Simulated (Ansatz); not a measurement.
**MoS3 (built on the sites of a database entry of WO3): from the cell to its phonons**

Aim: the vibrations of MoS3 (built on the sites of a database entry of WO3), their spectra, and whether the structure is stable.

Program: Ansatz 0.2.0. Level of theory: DFT PBEsol, scalar-relativistic, plane waves, PseudoDojo norm-conserving pseudopotentials. Results are calculated unless marked as measured.

The structure was built from a prototype and need not be the compound's stable phase.

## Step 1: Set-up

The structure is cubic, space group Pm-3m (No. 221). The conventional cell has a = 4.158 Å, b = 4.158 Å, c = 4.158 Å, α = 90.00°, β = 90.00°, γ = 90.00°. Mo has 6 S at 2.08 Å nearest. Nearest to S lie 2 Mo at 2.08 Å. Farther neighbours and most contacts between anions are not listed.

As a file:

```cif
data_structure
_symmetry_space_group_name_H-M 'Pm-3m'
_symmetry_Int_Tables_number 221
_cell_length_a 4.1582
_cell_length_b 4.1582
_cell_length_c 4.1582
_cell_angle_alpha 90.000
_cell_angle_beta 90.000
_cell_angle_gamma 90.000
_cell_volume 71.90
loop_
_atom_site_label
_atom_site_type_symbol
_atom_site_symmetry_multiplicity
_atom_site_Wyckoff_symbol
_atom_site_fract_x
_atom_site_fract_y
_atom_site_fract_z
_atom_site_occupancy
Mo1 Mo 1 a 0.00000 0.00000 0.00000 1
S1 S 3 d 0.00000 0.00000 0.50000 1
```

## Step 2: Rough relaxation

A rough relaxation comes first, because large forces or stress need no tight tolerances yet.

input.yaml reads:

```yaml
crystal:
  lattice:
    - [4.15815, 0.0, 0.0]
    - [0.0, 4.15815, 0.0]
    - [0.0, 0.0, 4.15815]
  atoms:
    - { symbol: Mo, position: [0.0, 0.0, 0.0] }
    - { symbol: S, position: [0.0, 0.0, 0.5] }
    - { symbol: S, position: [0.0, 0.5, 0.0] }
    - { symbol: S, position: [0.5, 0.0, 0.0] }
kpoints:
  mp_grid: { grid: [6, 6, 6] }
hamiltonian:
  xc: pbesol
  pseudopotentials: { kind: nc, accuracy: standard }
scf:
  occupations: { method: gaussian, width: 0.1 }
output:
  forces: true
  stress: true
  eigenvalues: true
relax:
  adjacent_minimum: "off"
  f_tol: 0.05
  max_steps: 80
  cell: { stress_tol: 0.5 }
```

Launch:

```bash
$ ansatz run input.yaml --threads 4 --pin off --max-ram 7168MiB --backend cpu --events-out ev --progress --plain --runs-dir out
```

Numbers of over 12 decimals in the logs are rounded to 6 here.

Output:

```text
The last accepted step is kept in <dir> (removed where the run ends without a failure and the disk answers)
Engine: ansatz 0.2.0, aarch64-unknown-linux-gnu
Pseudopotentials: kind: nc
Pseudopotential: Mo, nc, valence charge 14, recommended cutoff 1088.45545 eV (normal), Mo.nc.azcp (PseudoDojo's, or run here from an input of PseudoDojo's; its table is named by hamiltonian.pseudopotentials.accuracy)
[...]
--- Relaxed structure (5 steps of the walk, 5 accepted, 1 SCFs on fresh bases) ---
  F+E_penalty+E_count = -2811.61521598 eV   max|allowed force component| = 4.010e-30 eV/Å   (the final SCF, on the basis selected at the relaxed cell)
  cell:  # Å, volume = 99.2376 Å³
    - [4.629764, 0, 0]
    - [0, 4.629764, 0]
    - [0, 0, 4.629764]
  atoms:
    - { symbol: Mo, position: [0, 0, 0] }
    - { symbol: S, position: [0, 0, 0.5] }
    - { symbol: S, position: [0, 0.5, 0] }
    - { symbol: S, position: [0.5, 0, 0] }
[key lines of the parts left out:]
SCF converged after 5 iterations
Free energy (F): -2811.615216 eV
Fermi energy:    5.373902 eV
P = ⅓ Tr σ = 0.4605 GPa (4.605 kbar)
```

The job ended after 11 s (4 threads of Arm Neoverse V2, shared host; peak memory 0.59 GiB; 41 s of CPU time).

The steps of the relaxation:

```tsv
step	energy less that of the first step (eV)	largest force component (eV/Å)	pressure (GPa)	volume (Å³)
1	0.0000	0.0000	59.99	71.90
2	-2.8163	0.0000	25.25	82.93
3	-3.8008	0.0000	6.84	93.30
4	-3.9147	0.0000	1.42	97.84
5	-3.9207	0.0000	0.00	99.24
6*	-3.9496	0.0000	0.46	99.24
```

Relaxation steps marked * repeat the geometry before them on a plane-wave basis chosen anew for their cell, so energy and pressure can jump there.

Forces are held to the 48 operations that the run works with; a distortion that breaks them can't arise in this run.

```tsv
conventional cell, symmetrised	before	after	change
a (Å)	4.158	4.630	+11.3 %
b (Å)	4.158	4.630	+11.3 %
c (Å)	4.158	4.630	+11.3 %
volume (Å³/atom)	17.97	24.81	+38.0 %
```

The relaxed structure:

```cif
data_structure
_symmetry_space_group_name_H-M 'P 1'
_symmetry_Int_Tables_number 1
_cell_length_a 4.6298
_cell_length_b 4.6298
_cell_length_c 4.6298
_cell_angle_alpha 90.000
_cell_angle_beta 90.000
_cell_angle_gamma 90.000
_cell_volume 99.24
loop_
_atom_site_label
_atom_site_type_symbol
_atom_site_fract_x
_atom_site_fract_y
_atom_site_fract_z
_atom_site_occupancy
Mo1 Mo 0.00000 0.00000 0.00000 1
S2 S 0.00000 0.00000 0.50000 1
S3 S 0.00000 0.50000 0.00000 1
S4 S 0.50000 0.00000 0.00000 1
```

Numbers from this step:

```
pressure          : 0.4605 GPa
volume per atom   : 24.81 Å³
gap on the k-mesh : 0 eV
```

In this step the volume went from 17.97 to 24.81 Å³/atom.

## Step 3: Bringing the structure to rest

Harmonic phonons are second derivatives at a point where the forces vanish, and they are wanted at zero stress, so atoms and cell are relaxed first.

input.yaml, the sections that differ from step 2:

```yaml
crystal:
  lattice:
    - [4.6297635564, 0.0, 0.0]
    - [0.0, 4.6297635564, 0.0]
    - [0.0, 0.0, 4.6297635564]
  atoms:
    - { symbol: Mo, position: [0.0, 0.0, 0.0] }
    - { symbol: S, position: [0.0, 0.0, 0.5] }
    - { symbol: S, position: [0.0, 0.5, 0.0] }
    - { symbol: S, position: [0.5, 0.0, 0.0] }
kpoints:
  mp_grid: { grid: [8, 8, 8] }
relax:
  adjacent_minimum: "off"
  f_tol: 0.005
  max_steps: 80
  cell: { stress_tol: 0.05 }
# hamiltonian, scf, output: as in step 2
```

Output:

```text
[...]
Crystal: 4 atoms, lattice volume = 99.238 Å³
Basis set: ecut = 1088.45545 eV, 8217 PW (Γ), exchange–correlation on 100×100×100 points (8 copies of the dense FFT grid, shifted against one another)
Bands: 20, of which v1, the nominal top of the filled ones, is band 16 counted from 1 (15 counted from 0)
Symmetry: 48 space group operations
[...]
k-points: 35 of 512
[...]
--- Relaxed structure (1 steps of the walk, 1 accepted, 1 SCFs on fresh bases) ---
[...]
cell:  # Å, volume = 99.2376 Å³
    - [4.6297635564, 0.0, 0.0]
    - [0.0, 4.6297635564, 0.0]
    - [0.0, 0.0, 4.6297635564]
  atoms:
    - { symbol: Mo, position: [0.0, 0.0, 0.0] }
    - { symbol: S, position: [0.0, 0.0, 0.5] }
    - { symbol: S, position: [0.0, 0.5, 0.0] }
    - { symbol: S, position: [0.5, 0.0, 0.0] }
[key lines of the parts left out:]
SCF converged after 4 iterations
Free energy (F): -2811.740743 eV
Fermi energy:    5.310918 eV
P = ⅓ Tr σ = 0.0134 GPa (0.134 kbar)
```

It took 7.9 s on 4 threads; peak memory 0.68 GiB.

Little changed from the start: no atom moved by 0.005 Å and no cell edge by 0.1 %.

Numbers from this step:

```yaml
pressure: 0.01343 GPa
```

In this step the volume went from 24.81 to 24.81 Å³/atom.

## Step 4: Relaxing to small forces for the phonons

Phonons need a cell at rest on their own settings, so the relaxation is repeated with tight tolerances on forces and stress, using the mesh and the filling of the phonon run that follows.

input.yaml: that of step 3 with these lines changed.

```diff
@@ -16,3 +16,3 @@
 scf:
-  occupations: { method: gaussian, width: 0.1 }
+  occupations: { method: methfessel_paxton, width: 0.15 }
 output:
@@ -23,4 +23,4 @@
   adjacent_minimum: "off"
-  f_tol: 0.005
-  max_steps: 80
-  cell: { stress_tol: 0.05 }
+  f_tol: 0.001
+  max_steps: 60
+  cell: { stress_tol: 0.01 }
```

Output:

```text
[...]
Crystal: 4 atoms, lattice volume = 99.238 Å³
Basis set: ecut = 1088.45545 eV, 8217 PW (Γ), exchange–correlation on 100×100×100 points (8 copies of the dense FFT grid, shifted against one another)
Bands: 20, of which v1, the nominal top of the filled ones, is band 16 counted from 1 (15 counted from 0)
Symmetry: 48 space group operations
[...]
k-points: 35 of 512
[...]
--- Relaxed structure (2 steps of the walk, 2 accepted, 1 SCFs on fresh bases) ---
[...]
cell:  # Å, volume = 99.2242 Å³
    - [4.629555, 0.0, 0.0]
    - [0.0, 4.629555, 0.0]
    - [0, 0.0, 4.629555]
  atoms:
    - { symbol: Mo, position: [0, 0, 0] }
    - { symbol: S, position: [0, 0, 0.500000] }
    - { symbol: S, position: [0, 0.500000, 0] }
    - { symbol: S, position: [0.500000, 0, 0] }
[key lines of the parts left out:]
SCF converged after 8 iterations
Free energy (F): -2811.733987 eV
Fermi energy:    5.308876 eV
P = ⅓ Tr σ = 0.0011 GPa (0.011 kbar)
```

The job ended after 13 s (4 threads; peak memory 0.69 GiB; 50 s of CPU time).

Little changed from the start: no atom moved by 0.005 Å and no cell edge by 0.1 %.

This step gave:

* pressure: 0.001090 GPa

The forces vanish by symmetry and the pressure is 0.001 GPa, within the tolerances set. The cell now holds 24.81 Å³/atom.

## Step 5: Zone-centre response

The zone centre comes first: it holds the modes that light can see, as far as symmetry allows. No field response is asked, since the mesh shows no gap.

input.yaml, the sections that differ from step 4:

```yaml
crystal:
  lattice:
    - [4.6295550062, 0.0, 0.0]
    - [0.0, 4.6295550062, 0.0]
    - [0.0, 0.0, 4.6295550062]
  atoms:
    - { symbol: Mo, position: [0.0, 0.0, 0.0] }
    - { symbol: S, position: [0.0, 0.0, 0.5] }
    - { symbol: S, position: [0.0, 0.5, 0.0] }
    - { symbol: S, position: [0.5, 0.0, 0.0] }
output:
  eigenvalues: true
phonons:
  method: dfpt
# kpoints, hamiltonian, scf: as in step 4
# relax: removed
```

Output:

```text
zone centre: on kpoints.mp_grid the ground state, and the responses unless they are solved on pairs of k-points, stand on 125 of the mesh's 512 k-points, reduced under 8 symmetry operations, with k and −k counted as one. Each operation leaves every solved displacement unchanged or reverses it
[...]
Crystal: 4 atoms, lattice volume = 99.224 Å³
Basis set: ecut = 1088.45545 eV, 8217 PW (Γ), exchange–correlation on 100×100×100 points (8 copies of the dense FFT grid, shifted against one another)
Bands: 20, of which v1, the nominal top of the filled ones, is band 16 counted from 1 (15 counted from 0)
Symmetry: 48 space group operations
k-points: 125 of 512 (irreducible under 8 space group operations)
[...]
SCF iter   1: F=—  HF=-2812.871359 eV  |F-HF|=—  |Δ(HF+E_count)|=         —  Δρ=6.75e-2  dr2=7.07e0  ethr=3.10e-3  ⟨swp⟩=7.8  Hψ=15303  notcnv=0
[...]
SCF iter   2: F=—  HF=-2811.737202 eV  |F-HF|=—  |Δ(HF+E_count)|=    1.13e0  S|Δr|=    0.00e0  Δρ=1.30e-2  dr2=6.89e-2  ethr=3.10e-3  ⟨swp⟩=7.8  Hψ=24799  notcnv=0
automatic band count: the SCF goes on with 24 bands, as 20 were too few: they end inside the smearing window of the response
SCF iter   3: F=—  HF=-2811.735598 eV  |F-HF|=—  |Δ(HF+E_count)|=   1.60e-3  S|Δr|=    0.00e0  Δρ=3.10e-3  dr2=1.11e-2  ethr=2.15e-4  ⟨swp⟩=2.8  Hψ=5866  notcnv=0  defer=234
[...]
SCF iter   8: F=-2811.733987 eV  HF=-2811.733987 eV  |F-HF|=2.73e-12  |Δ(HF+E_count)|=  9.91e-11  S|Δr|=    0.00e0  Δρ=7.38e-8  dr2=9.36e-13  ethr=1.00e-12  ⟨swp⟩=16.0  Hψ=24283  notcnv=0
SCF 1 converged in 8 iterations: F = -2811.733987 eV  dr2 = 9.36e-13
DFPT response loops at Γ: preconditioner auto → Kerker (q_TF=auto, 2.259 Å⁻¹) (partly filled bands, converged f_vac=0.143); β = 1.00, the filter's whole step (`scf.mixing.beta` (0.50) is not read by the response loops under this deck's `scf.mixing.preconditioner`; to damp them name `kerker` or `kerker_dos`, under which they read `scf.mixing.beta`, and type it under 1.00, their step now; both keys bind the ground state too); Broyden in place of MSR1
SCF converged after 8 iterations
[...]
Free energy (F): -2811.733987 eV
[...]
Internal energy: -2811.736947 eV  (E = F + TS)
E sigma→0 (E₀):  -2811.734727 eV
Entropy (-TS):   0.002960 eV (0.740 meV/atom)
Fermi energy:    5.308875 eV
[...]
--- Band table (eV; the first three rows and the last of 125) ---
  k-point 0: bands = [... 12 lower, 3.6643, 4.2415, 4.2415, 4.2415, 4.9548, 4.9548, 4.9548, 6.0237, ... 4 higher]
  k-point 1: bands = [... 12 lower, 3.6692, 4.1691, 4.2315, 4.5645, 4.5645, 5.2210, 5.2210, 6.0290, ... 4 higher]
  k-point 2: bands = [... 12 lower, 3.5024, 3.6812, 4.0041, 4.6840, 4.6840, 5.9616, 5.9616, 6.0399, ... 4 higher]
  k-point 124: bands = [... 12 lower, 0.3685, 5.7851, 5.7851, 5.7851, 7.1005, 7.1005, 7.1005, 9.9567, ... 4 higher]
--- Phonons (Γ-DFPT): 3 representative perturbations + reference, on 125 of 512 k-points (Σ response iterations 9) ---
  k mesh reduced under 8 symmetry operations, with k and −k counted as one. Each operation leaves every solved displacement unchanged or reverses it
  ASR residual: 5.210e-5 → 0.000e0 eV/Å²; symmetrization residual: 2.400e-5 eV/Å²
  ASR residual per site (eV/Å²): 5.21e-5 4.51e-5 4.51e-5 4.51e-5
  Γ frequencies (cm⁻¹): 0.00 0.00 0.00 56.12 56.12 56.12 107.32 107.32 107.32 378.05 378.05 378.05
  non-analytic LO–TO correction: not included (Born effective charges unavailable; polar crystals: no LO–TO splitting at Γ)
```

It took 79 s on 4 threads; peak memory 3.3 GiB; 5.2 min of CPU time.

The column dr2 measures how far the density is from self-consistency, as an energy; F and HF (Harris–Foulkes) agree once it is small.

Numbers from this step:

```yaml
sum_rule_residual_before_enforcement: 5.21e-5 eV/Å²
point_group: m-3m
highest_optical_mode_at_the_zone_centre_no_lo_to_term: 378.1 cm⁻¹
lowest_optical_zone_centre_mode: 56.12 cm⁻¹
```

Patterns of degenerate modes are one choice out of their space. The modes at Γ (shares of kinetic energy by element, %):

```tsv
mode	frequency (cm⁻¹)	symmetry	Mo %	S %
1	0.0	acoustic	50	50
2	0.0	acoustic	50	50
3	0.0	acoustic	50	50
4	56.1	T1u	44	56
5	56.1	T1u	44	56
6	56.1	T1u	44	56
7	107.3	T2u	0	100
8	107.3	T2u	0	100
9	107.3	T2u	0	100
10	378.1	T1u	6	94
11	378.1	T1u	6	94
12	378.1	T1u	6	94
```

Displacements in mode 6 (56.1 cm⁻¹), the largest set to 1:
```
Mo1  0.03  0.72  0.24
S2  -0.04 -1.00 -0.06
S3  -0.04 -0.17 -0.33
S4  -0.01 -1.00 -0.33
```

Displacements in mode 9 (107.3 cm⁻¹), the largest set to 1:
```
Mo1  0.00  0.00  0.00
S2  -0.01 -0.07  0.00
S3   0.01  0.00  1.00
S4   0.00  0.07 -1.00
```

Before it was imposed, the acoustic sum rule was missed by 5.2e-5 eV/Å². Small misses are needed for a sound result but don't prove that mesh and cutoff are converged. The lowest optical mode is real, 56.1 cm⁻¹.

(Part 1 of 2 ends here.)

[Logs are printed without paths, hosts, clocks, repeated set-up lines and the standing remarks that a program may print on its own settings, such as how far it seeks lower states.]

[Hosts, paths, dates, database ids (printed as entryN), source tags and the programs' standing remarks are cut or masked in the printed files.]
